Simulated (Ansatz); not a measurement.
# From PBE to G0W0: WS2 (Tungstenite)

Aim: the quasiparticle gap of WS2 (Tungstenite), starting from PBE.

Method: PBE, then G0W0 on it, plane waves, PAW, in Ansatz 0.2.0.

This is a report of a sequence of runs, with most program output left out.

The database entry behind the starting cell differs from later determinations by our own check (an axis about 1.4 % long against later determinations), so it need not match the best structure at ambient conditions.

In doubt: masses and optical values from hybrid runs of this build are listed as unsure (in some of the runs), which bears on the screening that GW takes from such a start.

**1. The starting structure**

Symmetry: P6_3/mmc, No. 194, hexagonal system. The conventional cell has a = 3.180 Å, b = 3.180 Å, c = 12.500 Å, α = 90.00°, β = 90.00°, γ = 120.00°. W has 6 S at 2.41 Å nearest. Nearest to S lie 3 W at 2.41 Å. Farther neighbours and most contacts between anions are not listed.

Coordinates:

```cif
data_structure
_symmetry_space_group_name_H-M 'P 1'
_symmetry_Int_Tables_number 1
_cell_length_a 3.1800
_cell_length_b 3.1800
_cell_length_c 12.5000
_cell_angle_alpha 90.000
_cell_angle_beta 90.000
_cell_angle_gamma 120.000
_cell_volume 109.47
loop_
_atom_site_label
_atom_site_type_symbol
_atom_site_fract_x
_atom_site_fract_y
_atom_site_fract_z
_atom_site_occupancy
W1 W 0.33333 0.66667 0.25000 1
W2 W 0.66667 0.33333 0.75000 1
S3 S 0.33333 0.66667 0.62500 1
S4 S 0.66667 0.33333 0.12500 1
S5 S 0.33333 0.66667 0.87500 1
S6 S 0.66667 0.33333 0.37500 1
```

The cell and positions come from the Crystallography Open Database and are kept as given unless a step says otherwise. Spin-orbit coupling is left out unless a step names it. The default PAW set here is soft_2. Its files were made with PBE.

**2. Bands along the symmetry lines**

Levels along a band path and on the mesh show where this functional puts the band edges.

This step: DFT, PBE, plane waves, PAW.

input.yaml reads:

```yaml
crystal:
  lattice:
    - [3.18, 0.0, 0.0]
    - [-1.59, 2.753960784, 0.0]
    - [0.0, 0.0, 12.5]
  atoms:
    - { symbol: W, position: [0.3333333333, 0.6666666667, 0.25] }
    - { symbol: W, position: [0.6666666667, 0.3333333333, 0.75] }
    - { symbol: S, position: [0.3333333333, 0.6666666667, 0.625] }
    - { symbol: S, position: [0.6666666667, 0.3333333333, 0.125] }
    - { symbol: S, position: [0.3333333333, 0.6666666667, 0.875] }
    - { symbol: S, position: [0.6666666667, 0.3333333333, 0.375] }
kpoints:
  mp_grid: { grid: [12, 12, 2] }
  band_path:
    path:
      - [[0.0, 0.0, 0.0], [0.5, 0.0, 0.0], [0.33333333, 0.33333333, 0.0], [0.0, 0.0, 0.0], [0.0, 0.0, 0.5], [0.5, 0.0, 0.5], [0.33333333, 0.33333333, 0.5], [0.0, 0.0, 0.5]]
      - [[0.5, 0.0, 0.5], [0.5, 0.0, 0.0]]
      - [[0.33333333, 0.33333333, 0.5], [0.33333333, 0.33333333, 0.0]]
    npoints: 10
hamiltonian:
  xc: pbe
scf:
  occupations: { method: fermi_dirac, width: 0.02 }
  n_extra_bands: 6
output:
  eigenvalues: true
  forces: true
  stress: true
  write_density: true
  write_potential: true
  elf: true
  volumetric_format: npy
```

Run with:

```sh
$ ansatz run input.yaml --threads 3 --pin off --max-ram 64512MiB --backend cuda --events-out ev --progress --plain --runs-dir out --devices 1 --max-vram 24GiB  # rebuilt from the run's record
```

The job ended after 4.5 s (1 × NVIDIA H100 80GB HBM3 (shared by 3 runs) with 3 threads of AMD EPYC 7R13 (Zen 3), shared host; peak memory 1 GiB).

Numbers from this step:

- pressure: 2.278 GPa
- filled bands: 26
- gap: 1.046 eV
- valence top at: Γ
- conduction bottom at: k = (0.167, 0.167, 0.000)
- least direct gap: 1.739 eV

Over mesh and path the gap is 1.046 eV, from k = Γ to k = (0.167, 0.167, 0.000). The least direct gap found is 1.739 eV, at k = (0.333, 0.333, 0.000).

The electronic bands at the labelled points (eV, zero at the top of the highest nominally filled band):

```csv
point,band 23,band 24,band 25,band 26,band 27,band 28,band 29,band 30
Γ,-2.27,-1.57,-1.09,0.00,2.25,2.25,2.25,2.25
halfway,-2.57,-1.87,-1.56,-1.44,1.39,1.83,2.01,2.27
M,-2.02,-1.85,-1.67,-1.51,2.20,2.24,2.56,2.77
halfway,-2.92,-2.60,-1.20,-0.99,1.85,1.93,2.78,2.83
K,-2.91,-2.91,-0.74,-0.57,1.17,1.17,2.19,3.26
halfway,-2.10,-1.83,-1.53,-1.49,1.05,1.79,2.03,2.16
Γ,-2.27,-1.57,-1.09,0.00,2.25,2.25,2.25,2.25
halfway,-2.27,-2.08,-0.70,-0.07,2.24,2.24,2.25,2.25
A,-2.29,-2.29,-0.30,-0.30,2.24,2.24,2.24,2.24
halfway,-2.30,-2.30,-1.47,-1.47,1.77,1.77,1.91,1.91
L,-1.94,-1.94,-1.58,-1.58,2.22,2.22,2.68,2.68
halfway,-2.81,-2.81,-1.09,-1.09,1.89,1.89,2.82,2.82
H,-3.03,-3.03,-0.66,-0.66,1.17,1.17,2.65,2.65
halfway,-2.01,-2.01,-1.51,-1.51,1.40,1.40,2.15,2.15
A,-2.29,-2.29,-0.30,-0.30,2.24,2.24,2.24,2.24
jump to L,-1.94,-1.94,-1.58,-1.58,2.22,2.22,2.68,2.68
halfway,-1.99,-1.88,-1.64,-1.52,2.20,2.23,2.60,2.75
M,-2.02,-1.85,-1.67,-1.51,2.20,2.24,2.56,2.77
jump to H,-3.03,-3.03,-0.66,-0.66,1.17,1.17,2.65,2.65
halfway,-2.96,-2.96,-0.71,-0.60,1.17,1.17,2.32,3.06
K,-2.91,-2.91,-0.74,-0.57,1.17,1.17,2.19,3.26
```

Valence density in the ac plane at fractional y = 0.333, with atoms of W and S within 0.2 Å of it. It is the smooth field of the valence electrons, not physical close to the nuclei.

Values in e/Å³, 24 rows by 16 columns, each cell a mean:
```
0.1 0.1 0.1 0.1 0.1 0.1 0.1 0.0 0.0 0.0 0.0 0.0 0.0 0.0 0.0 0.1
0.2 0.2 0.3 0.3 0.3 0.2 0.2 0.1 0.1 0.1 0.1 0.1 0.1 0.1 0.1 0.1
0.4 0.5 0.5 0.5 0.5 0.4 0.3 0.2 0.2 0.1 0.1 0.1 0.1 0.2 0.2 0.3
0.4 0.5 0.5 0.5 0.5 0.5 0.4 0.4 0.4 0.4 0.4 0.4 0.4 0.4 0.4 0.4
0.4 0.4 0.4 0.4 0.4 0.4 0.5 0.8 1.4 2.2 2.8 2.9 2.4 1.7 0.9 0.5
0.5 0.3 0.3 0.3 0.3 0.4 0.8 2.1 4.0 5.1 4.8 4.7 5.2 4.5 2.7 1.1
0.4 0.3 0.3 0.3 0.3 0.4 0.7 1.6 3.1 4.4 4.7 4.7 4.6 3.6 2.0 0.9
0.4 0.4 0.4 0.4 0.4 0.4 0.4 0.5 0.8 1.1 1.4 1.5 1.2 0.9 0.6 0.4
0.4 0.5 0.6 0.6 0.5 0.5 0.4 0.3 0.3 0.2 0.2 0.2 0.2 0.3 0.3 0.4
0.3 0.4 0.4 0.5 0.4 0.4 0.3 0.2 0.1 0.1 0.1 0.1 0.1 0.1 0.2 0.2
0.1 0.2 0.2 0.2 0.2 0.1 0.1 0.1 0.1 0.0 0.0 0.0 0.0 0.1 0.1 0.1
0.0 0.0 0.0 0.1 0.0 0.0 0.0 0.0 0.0 0.0 0.1 0.1 0.1 0.0 0.0 0.0
0.1 0.0 0.0 0.0 0.0 0.1 0.1 0.1 0.2 0.2 0.3 0.3 0.3 0.2 0.1 0.1
0.2 0.1 0.1 0.1 0.1 0.2 0.3 0.5 0.7 0.9 1.0 1.0 1.0 0.8 0.6 0.3
0.4 0.2 0.1 0.1 0.2 0.3 0.6 0.9 1.1 0.9 0.6 0.5 0.8 1.1 1.0 0.7
0.4 0.3 0.2 0.2 0.3 0.4 0.6 0.9 1.1 1.0 0.8 0.7 1.0 1.1 1.0 0.7
0.4 0.4 0.4 0.4 0.4 0.4 0.5 0.5 0.6 0.7 0.7 0.7 0.7 0.7 0.6 0.5
0.5 0.7 0.8 0.9 0.8 0.6 0.4 0.4 0.3 0.3 0.3 0.3 0.3 0.3 0.3 0.4
0.4 0.6 0.7 0.7 0.6 0.5 0.4 0.4 0.4 0.4 0.4 0.4 0.4 0.4 0.4 0.4
0.4 0.3 0.3 0.3 0.3 0.4 0.5 0.7 0.9 0.9 0.9 0.9 1.0 0.9 0.7 0.6
0.4 0.3 0.2 0.2 0.2 0.4 0.6 0.9 1.1 0.9 0.5 0.4 0.8 1.1 1.0 0.7
0.3 0.2 0.1 0.1 0.1 0.3 0.5 0.8 1.0 1.0 0.9 0.9 1.0 1.1 0.9 0.6
0.1 0.1 0.1 0.0 0.1 0.1 0.2 0.3 0.5 0.6 0.7 0.7 0.7 0.5 0.4 0.2
0.0 0.0 0.0 0.0 0.0 0.0 0.1 0.1 0.1 0.1 0.1 0.1 0.1 0.1 0.1 0.1
```
Columns run along a (3.2 Å), rows up along c (12.5 Å). Atoms in or near the plane, at fractional coordinates: W at (0.67, 0.75), S at (0.67, 0.12), S at (0.67, 0.38).

ELF in the ac plane at fractional y = 0.333, with atoms of W and S within 0.2 Å of it. It is the smooth field of the valence electrons, not physical close to the nuclei.

Ten even steps from '0' (0.02) to '9' (0.93), each cell a mean:
```
1233321000000000
6777764210000024
7788776432111246
6777775432222235
3455532245665432
2233213675224764
2234322466546753
4666653223444323
7777776532212246
7788776421001135
4667653100000012
0011100001111000
1000013578888753
6200147999999998
7411368874213788
6421368885324788
3111124667666765
2233322222222221
2222222334444432
4211246787667887
7421368873102688
7310268987556898
4100036899999987
0000001245665431
```
Columns run along a (3.2 Å), rows up along c (12.5 Å). Atoms in or near the plane, at fractional coordinates: W at (0.67, 0.75), S at (0.67, 0.12), S at (0.67, 0.38).

**3. One-shot GW**

G0W0 replaces the xc potential by a self-energy built once from the orbitals of the start. Levels are corrected in the window of bands that the input names, at points of the mesh.

This step: G0W0 on PBE, plane waves, PAW.

input.yaml, the sections that differ from step 2:

```yaml
kpoints:
  mp_grid: { grid: [6, 6, 2] }
scf:
  occupations: { method: fixed }
gw:
  n_empty_bands: 867
  ecut_chi: 230.0
  qp_bands: [v2, c2]
  qp_kpoints: band_edges
  screening: { model: contour_deformation }
# crystal, hamiltonian: as in step 2
# output: removed
```

Run time: 45 s. Hardware: 1 × NVIDIA H100 80GB HBM3 (shared by 3 runs) with 3 threads; peak memory 3.3 GiB; 82 s of CPU time.

Numbers from this step:

| Property | Result |
| --- | --- |
| bands summed | 893 |
| RPA ε∞ on this mesh (eigenvalues) | 5.404, 13.93, 13.93 |
| plane waves in the screening matrix | 835 |
| q-points in the mesh | 72 |
| G0W0 gap over the corrected points | 1.467 eV |
| k of the valence top | 0, 0, 0 |
| k of the conduction bottom | 0.1667, 0.1667, 0 |
| starting gap on the mesh | 1.047 eV |
| Z at the valence top | 0.7510 |
| Z at the conduction bottom | 0.7627 |
| least direct G0W0 gap over the corrected points | 2.209 eV |

Over 10 of 14 irreducible mesh points the G0W0 gap is 1.467 eV, from k = Γ to k = (0.167, 0.167, 0.000). The PBE gap of this run on the mesh is 1.047 eV. The two states that bound the G0W0 gap lie that far apart at the start, so the correction of the gap is 1.467 − 1.047 = +0.420 eV. The start of this run differs from the step before in mesh (12×12×2 and 6×6×2).

Labels follow the order of the start: v1 is the top filled band, c1 the lowest empty one; levels that stay degenerate share a row, the window can cut a multiplet, doubted levels are not marked in this list, bands outside the window were not corrected, and the list may be a part of the corrected levels. The levels before and after the correction (eV, zero at the valence-band top of each column):

```csv
,conduction bottom,valence top
Kohn-Sham,1.05,0.00
G0W0,1.47,0.00
```

```csv
,level,occupation,energy (eV)
Kohn-Sham,Γ v2,2,-1.092
Kohn-Sham,Γ v1,2,0.000
Kohn-Sham,Γ c1-c2,0,2.246
Kohn-Sham,(0.167 0.167 0) v2,2,-1.526
Kohn-Sham,(0.167 0.167 0) v1,2,-1.490
Kohn-Sham,(0.167 0.167 0) c1,0,1.047
Kohn-Sham,(0.167 0.167 0) c2,0,1.789
G0W0,Γ v2,2,-1.132
G0W0,Γ v1,2,0.000
G0W0,Γ c1-c2,0,2.803
G0W0,(0.167 0.167 0) v2,2,-1.557
G0W0,(0.167 0.167 0) v1,2,-1.511
G0W0,(0.167 0.167 0) c1,0,1.467
G0W0,(0.167 0.167 0) c2,0,2.284
```

The parts of the quasiparticle energy for the two states that bound the G0W0 gap, in eV on the run's own scale (QP = start + Σx + Σc − Vxc, with Σc at the quasiparticle energy):

```csv
edge,k,band,start,Σx,Σc,Vxc,Z,QP
valence top,Γ,26,11.265,−19.439,0.269,−18.764,0.751,10.860
conduction bottom,"(0.167, 0.167, 0.000)",27,12.312,−12.925,−3.950,−16.889,0.763,12.326
```

**4. Spin-orbit coupling**

This run has two-component orbitals with spin-orbit coupling.

This step: DFT, PBE with spin-orbit coupling, plane waves, PAW.

input.yaml, the sections that differ from step 3:

```yaml
kpoints:
  mp_grid: { grid: [12, 12, 2] }
  band_path:
    path:
      - [0.0, 0.0, 0.0]
      - [0.5, 0.0, 0.0]
      - [0.33333333, 0.33333333, 0.0]
      - [0.0, 0.0, 0.5]
      - [0.5, 0.0, 0.5]
      - [0.33333333, 0.33333333, 0.5]
      - [0.1666666667, 0.1666666667, 0.0]
    npoints: 1
scf:
  occupations: { method: fermi_dirac, width: 0.02 }
  n_extra_bands: 12
magnetization:
  noncollinear: true
  spin_orbit: true
output:
  eigenvalues: true
  forces: true
  stress: true
# crystal, hamiltonian: as in step 3
# gw: removed
```

It took 7.8 s on 1 × NVIDIA H100 80GB HBM3 (shared by 3 runs) with 3 threads; peak memory 1 GiB.

This step gave:

```
pressure             : 2.219 GPa
gap                  : 0.9964 eV
valence top at       : Γ
conduction bottom at : k = (0.167, 0.167, 0.000)
least direct gap     : 1.545 eV
```

Over mesh and listed points the gap is 0.996 eV, from k = Γ to k = (0.167, 0.167, 0.000). The least direct gap found is 1.545 eV, at k = (0.333, 0.333, 0.000). PBE+SOC against PBE: 0.996 − 1.046 = −0.050 eV, with the same mesh, set of files (read in its fully relativistic form for the spin-orbit run) and cutoff, and both edges at the same k points. The spin-orbit run sees mesh and listed points alone, so its gap is an upper bound: the coupling can move an edge off these points, and the change over the zone, its sign included where it is small, is not known.

**5. Side by side**

Each gap is the least one over the points named; times are wall times on shared hosts, not benchmarks. A G0W0 time includes the run's own self-consistent start. Runs with listed points see these and the mesh alone, so an edge that moves elsewhere is missed. Rows marked * are further runs, not shown as steps, whose inputs differ from the G0W0 step on the same start in the columns given; solver thresholds can differ too.

```csv
level,mesh,"files, cutoff","bands summed, screening",points,gap (eV),valence top,conduction bottom,least direct gap (eV),time
PBE,12×12×2,"soft_2 PAW, 420 eV",-,mesh and path,1.046,Γ,"(0.167, 0.167, 0.000)",1.739,4.5 s
PBE+SOC,12×12×2,"soft_2 PAW, 420 eV",-,mesh and listed points,0.996,Γ,"(0.167, 0.167, 0.000)",1.545,7.8 s
G0W0@PBE*,6×6×2,"soft_2 PAW, 420 eV","168, 69 eV",10 of 14 irreducible mesh points,1.364,Γ,"(0.167, 0.167, 0.000)",2.222,15 s
G0W0@PBE*,6×6×2,"soft_2 PAW, 420 eV","428, 138 eV",10 of 14 irreducible mesh points,1.437,Γ,"(0.167, 0.167, 0.000)",2.218,16 s
G0W0@PBE,6×6×2,"soft_2 PAW, 420 eV","893, 230 eV",10 of 14 irreducible mesh points,1.467,Γ,"(0.167, 0.167, 0.000)",2.209,45 s
G0W0@PBE*,6×6×2,"soft_2 PAW, 420 eV","893, 230 eV, plasmon pole",10 of 14 irreducible mesh points,1.473,Γ,"(0.167, 0.167, 0.000)",2.269,84 s
```

**6. Results**

| Property | Result |
| --- | --- |
| PBE gap over mesh and path | 1.046 eV, from k = Γ to k = (0.167, 0.167, 0.000) |
| G0W0@PBE gap over 10 of 14 irreducible mesh points | 1.467 eV, from k = Γ to k = (0.167, 0.167, 0.000) |
| PBE+SOC gap over mesh and listed points | 0.996 eV |
| estimated limit in bands and cutoff, on this mesh | 1.495 eV |
| GW settings | 6×6×2 mesh, 867 empty bands, screening to 230 eV |
| known limits | finite bands, screening cutoff and k mesh; no spin-orbit coupling in G0W0 |

What this shows: Over 10 of 14 irreducible mesh points the G0W0 gap is 1.467 eV, from k = Γ to k = (0.167, 0.167, 0.000). The PBE gap of this run on the mesh is 1.047 eV. The two states that bound the G0W0 gap lie that far apart at the start, so the correction of the gap is 1.467 − 1.047 = +0.420 eV. The valence state moves by 10.860 − 11.265 = −0.405 eV and the conduction state by 12.326 − 12.312 = +0.014 eV, on the run's own scale; with 168 bands the edge states move by +0.168 and +0.485 eV, so the split between the edges depends on the bands and cutoff. Both edges that PBE shows over mesh and path lie at k points where levels were corrected. Levels at other points were not corrected, so a lower G0W0 gap elsewhere in the zone is not ruled out. From 168 bands and 69 eV to 893 bands and 230 eV the gap moves by 1.467 − 1.364 = +0.103 eV (rung by rung 1.364, 1.437, 1.467 eV); bands and screening cutoff rise together, so their parts are not told apart. A line in one over the bands through the two highest rungs gives 1.467 + (1.467 − 1.437) × 428 / (893 − 428) = 1.495 eV, and through the pair below 1.437 + (1.437 − 1.364) × 168 / (428 − 168) = 1.484 eV. The two agree within 0.03 eV and the same two states bound the gap in each rung, so 1.495 eV is taken as an estimate of the limit on this mesh. With the plasmon pole model in place of the contour deformation model and all else as in the G0W0@PBE row with 893 bands, the gap differs by 1.473 − 1.467 = +0.006 eV. G0W0 on other starts in this series, not shown as steps and not all at these settings: 1.537 eV on r2SCAN (6×6×2, soft_2 PAW, 893 bands, 230 eV) and 1.677 eV on HSE06 (6×6×2, soft_2 PAW, 893 bands, 230 eV). PBE+SOC against PBE: 0.996 − 1.046 = −0.050 eV, with the same mesh, set of files (read in its fully relativistic form for the spin-orbit run) and cutoff, and both edges at the same k points. The spin-orbit run sees mesh and listed points alone, so its gap is an upper bound: the coupling can move an edge off these points, and the change over the zone, its sign included where it is small, is not known. What spin-orbit coupling does to the G0W0 levels was not computed, so no sum with the G0W0 gap is formed. The G0W0 runs are scalar-relativistic. No pair of G0W0 runs that differ in the mesh alone is shown (6×6×2 is a supercell whose nearest images lie 19 Å apart), so the error from the mesh is not known here. G0W0@PBE runs of this series with other atomic data on the same mesh, not shown as steps, give 1.478 eV (hard PAW, 760 eV, 1325 bands, screening to 299 eV); where bands and cutoffs differ too, the part of the files is not isolated.

[Paths, hosts, dates, memory and timing lines, banners, echoed tables and standing remarks are left out of the program output.]

[Logs are printed without paths, hosts, clocks, repeated set-up lines and the standing remarks that a program may print on its own settings, such as how far it seeks lower states.]

[Runs of the session that timed out or met a known fault of the program may be left out.]

[Cells called generated may have been cut or substituted from an entry of the Crystallography Open Database or the Materials Project.]

[Hosts, paths, dates, database ids (printed as entryN), source tags and the programs' standing remarks are cut or masked in the printed files.]

[Where an RPA ε∞ is given, it is that of the G0W0 mesh and is not shown converged in it. Names of k-points follow the symmetry that the program found, which can be lower than the space group named. Band edges on a path are those of the sampled points; other points can move an edge, and change direct to indirect where valleys lie close.]

[Hybrid gaps are those of their k-mesh and are not shown converged in it.]
